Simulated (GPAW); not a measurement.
# ZrS (Fm-3m): the Zr L₃ absorption edge, part 2 of 2

Aim: the near-edge shape at the Zr L₃ edge of ZrS (Fm-3m), and what the core hole does to it.

GPAW 26.7.0; X-ray absorption from dipole matrix elements to empty bands, plane-wave PAW LDA.

So far. Step 3 (Spectrum without a core hole, Zr atom 1): Main maxima below 30 eV (height): 1.8 eV (3.48), 5.6 eV (0.82), 8.0 eV (1.00), 17.6 eV (0.65) and 29.4 eV (0.66). At an L edge the dipole rule selects empty d (and weakly s) states on the absorber, and the strong line at the onset measures the empty part of its d band. Step 5 (Spectrum with XCH, Zr atom 1): Main maxima below 30 eV (height): 1.0 eV (4.23), 7.8 eV (0.96), 17.6 eV (0.64) and 29.2 eV (0.69). 

The database entry behind the starting cell differs from later determinations by our own check (an axis about 1.9 % long against later determinations), so it need not match the best structure at ambient conditions.

## (9) Spectrum with XCH, Zr atom 1

This attempt departs from the first core-hole run: cutoff (eV) to 160.

File xas.py:

```python
import numpy as np
from ase import Atoms
from ase.parallel import parprint, paropen
from gpaw import GPAW, PW, FermiDirac, Mixer, MixerDif, setup_paths
from gpaw.test import gen
setup_paths.insert(0, '.')
gen('Zr', name='fch2p', xcname='LDA', corehole=(2, 1, 1), write_xml=True)
from gpaw.mpi import world
world.barrier()

atoms = Atoms('Zr6S6',
    cell=[[2.625, 5.25, 2.625],
     [5.25, -2.625, -2.625],
     [2.625, 2.625, -5.25]],
    scaled_positions=[[0, 0, 0],
     [0.5, 0.16666667, 0.16666667],
     [0, 0.33333333, 0.33333333],
     [0.5, 0.5, 0.5],
     [0, 0.66666667, 0.66666667],
     [0.5, 0.83333333, 0.83333333],
     [0.75, 0.25, 0.75],
     [0.25, 0.41666667, 0.91666667],
     [0.75, 0.58333333, 0.08333333],
     [0.25, 0.75, 0.25],
     [0.75, 0.91666667, 0.41666667],
     [0.25, 0.08333333, 0.58333333]],
    pbc=True)
atoms.calc = calc = GPAW(legacy_gpaw=True, mode=PW(160, force_complex_dtype=True), xc='LDA', setups={0: 'fch2p'},
    kpts={'size': (3, 4, 4), 'gamma': True}, occupations=FermiDirac(0.1),
    charge=-1, mixer=Mixer(0.1, 5, 50), maxiter=150,
    convergence={'density': 0.0001, 'eigenstates': 1e-6}, txt='scf.txt')
energy = atoms.get_potential_energy() + calc.get_reference_energy()
ef = calc.get_fermi_level()
out = dict(energy=energy, fermi=ef, forces=atoms.get_forces().tolist())
parprint(f'all-electron energy {energy:.4f} eV, Fermi level {ef:.4f} eV')
ev = np.array([[calc.get_eigenvalues(k, s) for k in range(len(calc.get_ibz_k_points()))] for s in range(calc.get_number_of_spins())])
out['homo'], out['lumo'], out['counts'] = ev[ev < ef].max(), ev[ev > ef].min(), sorted(set((ev < ef).sum((0, 2)).tolist()))
out['filled'] = (ev[:, 0] < ef).sum(1).tolist()

from ase.units import Ha
from gpaw.xas import dipole_matrix_elements
nb = int(calc.get_number_of_electrons() / 2) + 162
top, nb = nb, nb + 8 + nb // 12
nscf = calc.fixed_density(kpts={'size': (3, 3, 3), 'gamma': True}, nbands=nb,
    convergence={'bands': top, 'eigenstates': 5e-3}, maxiter=60, txt='nscf.txt')
cell = atoms.cell.array
ops = [cell.T @ U.T @ np.linalg.inv(cell.T) for U in nscf.wfs.kd.symmetry.op_scc]
E = np.arange(-6, 34, 0.1)
fwhm = np.interp(E, [4, 25], [1.57, 3.5])
Y, X, zero, highest = 0, 0, 1e9, 1e9
for spin in range(nscf.get_number_of_spins()):
    wfs = nscf.wfs
    mine = wfs.bd.get_slice()  # this rank's bands
    A = dipole_matrix_elements(wfs.setups[0])
    eps = np.zeros((wfs.kd.nibzkpts, nb))
    d = np.zeros((3, A.shape[1], wfs.kd.nibzkpts, nb), complex)
    for kpt in wfs.kpt_u:
        if kpt.s == spin and 0 in kpt.P_ani:
            eps[kpt.k, mine] = kpt.eps_n * Ha
            d[:, :, kpt.k, mine] = (kpt.weight * wfs.nspins / 2) ** 0.5 * np.inner(A, kpt.P_ani[0])
    world.sum(eps)
    world.sum(d)
    T = np.einsum('amkn,bmkn->abkn', d, d.conj()).real
    T = sum(np.einsum('ai,ijkn,bj->abkn', R, T, R) for R in ops) / len(ops)
    empty = eps > ef
    zero, highest = min(zero, eps[empty].min()), min(highest, eps[:, top - 1].min())
    lines = [(eps, T, empty)] if spin == 0 else lines + [(eps, T, empty)]
for eps, T, empty in lines:
    f = np.einsum('aakn->akn', T).reshape(3, -1)
    x = eps.ravel() - zero
    w = np.interp(x, E, fwhm) / 2.35482
    g = np.exp(-0.5 * ((E[:, None] - x) / w) ** 2) / (w * (2 * np.pi) ** 0.5)
    Y = Y + (f * empty.ravel()) @ g.T
    X = X + (f * ~empty.ravel()) @ g.T
out.update(E=E.round(2).tolist(), xas=Y.tolist(), xes=X.tolist(), zero=zero, valid=highest - zero, nk=len(eps), nb=nb)
for i in range(0, len(E), 10):
    parprint(f'{E[i]:7.2f}', *(f'{v:10.3e}' for v in Y[:, i]))
import json
with paropen('out.json', 'w') as f:
    json.dump(out, f)
```

On the command line:

```sh
$ OMP_NUM_THREADS=1 mpirun -n 4 gpaw python xas.py
```

Wall time 26 s (4 MPI ranks of Intel Xeon Platinum 8488C (Sapphire Rapids), shared host); peak memory 0.24 GiB.

The run finished. A setting was moved off its sound value on purpose, so it serves as a test and not as the result.

The fault put into the input: the cutoff is far too low.

This run also has another mesh (3×3×3 against 3×4×4), so the 3 % r.m.s. difference can't be laid on the changed setting alone. The highest intensity below 24 eV stays at 1.0 eV.

| E (eV) | first run | this run |
| --- | --- | --- |
| -2.0 | 0.00 | 0.01 |
| -0.5 | 0.97 | 1.03 |
| 1.0 | 4.23 | 4.25 |
| 2.5 | 2.08 | 2.04 |
| 4.0 | 0.68 | 0.68 |
| 5.5 | 0.59 | 0.60 |
| 7.0 | 0.82 | 0.77 |
| 8.5 | 0.91 | 0.89 |
| 10.0 | 0.70 | 0.68 |
| 11.5 | 0.53 | 0.56 |
| 13.0 | 0.37 | 0.39 |
| 14.5 | 0.40 | 0.38 |
| 16.0 | 0.57 | 0.57 |
| 17.5 | 0.64 | 0.68 |
| 19.0 | 0.57 | 0.61 |
| 20.5 | 0.42 | 0.44 |
| 22.0 | 0.43 | 0.41 |
| 23.5 | 0.49 | 0.47 |
| 25.0 | 0.47 | 0.46 |
| 26.5 | 0.52 | 0.51 |
| 28.0 | 0.64 | 0.63 |
| 29.5 | 0.69 | 0.71 |
| 31.0 | 0.59 | 0.65 |

## (10) What the core hole does

Both curves are counted from their own zero, so only the shift of weight within the empty states shows.

| E (eV) | no hole | XCH |
| --- | --- | --- |
| -2.0 | 0.00 | 0.00 |
| -1.0 | 0.19 | 0.26 |
| 0.0 | 1.34 | 2.25 |
| 1.0 | 2.86 | 4.23 |
| 2.0 | 3.38 | 2.95 |
| 3.0 | 2.03 | 1.39 |
| 4.0 | 0.89 | 0.68 |
| 5.0 | 0.69 | 0.62 |
| 6.0 | 0.80 | 0.59 |
| 7.0 | 0.81 | 0.82 |
| 8.0 | 1.00 | 0.96 |
| 9.0 | 0.85 | 0.83 |
| 10.0 | 0.81 | 0.70 |
| 11.0 | 0.72 | 0.61 |
| 12.0 | 0.48 | 0.46 |
| 13.0 | 0.37 | 0.37 |
| 14.0 | 0.39 | 0.36 |
| 15.0 | 0.46 | 0.46 |
| 16.0 | 0.56 | 0.57 |
| 17.0 | 0.64 | 0.63 |
| 18.0 | 0.64 | 0.64 |
| 19.0 | 0.57 | 0.57 |
| 20.0 | 0.47 | 0.46 |
| 21.0 | 0.41 | 0.41 |
| 22.0 | 0.42 | 0.43 |
| 23.0 | 0.46 | 0.48 |
| 24.0 | 0.47 | 0.49 |
| 25.0 | 0.44 | 0.47 |
| 26.0 | 0.46 | 0.49 |
| 27.0 | 0.52 | 0.56 |
| 28.0 | 0.60 | 0.64 |
| 29.0 | 0.65 | 0.69 |
| 30.0 | 0.64 | 0.67 |
| 31.0 | 0.57 | 0.59 |
| 32.0 | 0.50 | 0.53 |

With each curve scaled to its own mean, the area from −2 to 6 eV with the hole is 12.7 against 11.8, and the centre of weight from −1 to 20 eV moves by -0.5 eV (first and strongest maxima below 20 eV: 1.8 eV (3.48), 5.6 eV (0.82) and 8.0 eV (1.00) without the hole, 1.0 eV (4.23), 7.8 eV (0.96) and 17.6 eV (0.64) with it); the shape changes all the same, by 31 % r.m.s.

## (11) Outcome

```yaml
absorber_and_edge: Zr L₃, atom 1 of the ground-state input (counted from 1)
surroundings: 6 S at 2.62 Å (octahedral, site symmetry m-3m)
highest_intensity_below_24_ev: 1.0 eV above the zero, height 4.23
```

The Zr L₃ edge of atom 1, with 6 S at 2.62 Å (octahedral, site symmetry m-3m), has its highest intensity of the first 24 eV at 1.0 eV above the zero, 4.2 times the mean level of the first 20 eV (Gaussian full width 1.57 eV up to 4 eV, rising linearly to 3.5 eV at 25 eV). With each curve scaled to its own mean, the area from −2 to 6 eV with the hole is 12.7 against 11.8, and the centre of weight from −1 to 20 eV moves by -0.5 eV (first and strongest maxima below 20 eV: 1.8 eV (3.48), 5.6 eV (0.82) and 8.0 eV (1.00) without the hole, 1.0 eV (4.23), 7.8 eV (0.96) and 17.6 eV (0.64) with it); the shape changes all the same, by 31 % r.m.s. A cell with holes 3.7 Å apart changes the curve by 6 % r.m.s. (6 % after the best shift). Only the L₃ part is meant: spin–orbit coupling of the core level isn't computed and the L₂ copy isn't added. The script folds with a Gaussian, whereas the core hole's own line is a Lorentzian, so the onset is too steep and the first peak too high. The unit cell's mesh shows no gap over 0.35 eV. That is right for a metallic compound; for a small-gap or correlated insulator it would be the fault of the functional or of the assumed magnetic order, and the hole would be screened too well. The holes are only 6.4 Å apart, so the shape is probably not converged with cell size; no larger cell was run here. The mesh is coarse (0.35 Å⁻¹ between points), so small maxima may be mesh ripples. Lifetime broadening is put in by hand, and intensities beyond about 20 eV depend on it and on the partial waves; weight that the partial waves miss at high energy is lost. The structure is a published determination, not relaxed.

[Logs are printed without paths, hosts, clocks, repeated set-up lines and the standing remarks that a program may print on its own settings, such as how far it seeks lower states.]

[Hosts, paths, dates, database ids (printed as entryN), source tags and the programs' standing remarks are cut or masked in the printed files.]

[Lists of maxima count a maximum above −3 eV only where it reaches 4 % of the highest in the window and stands out from its surroundings by 2 % of it (1.5 % where it reaches 55 %); shoulders and weaker maxima are passed over, and of the rest the first, up to two pre-edge ones and the few strongest are named.]
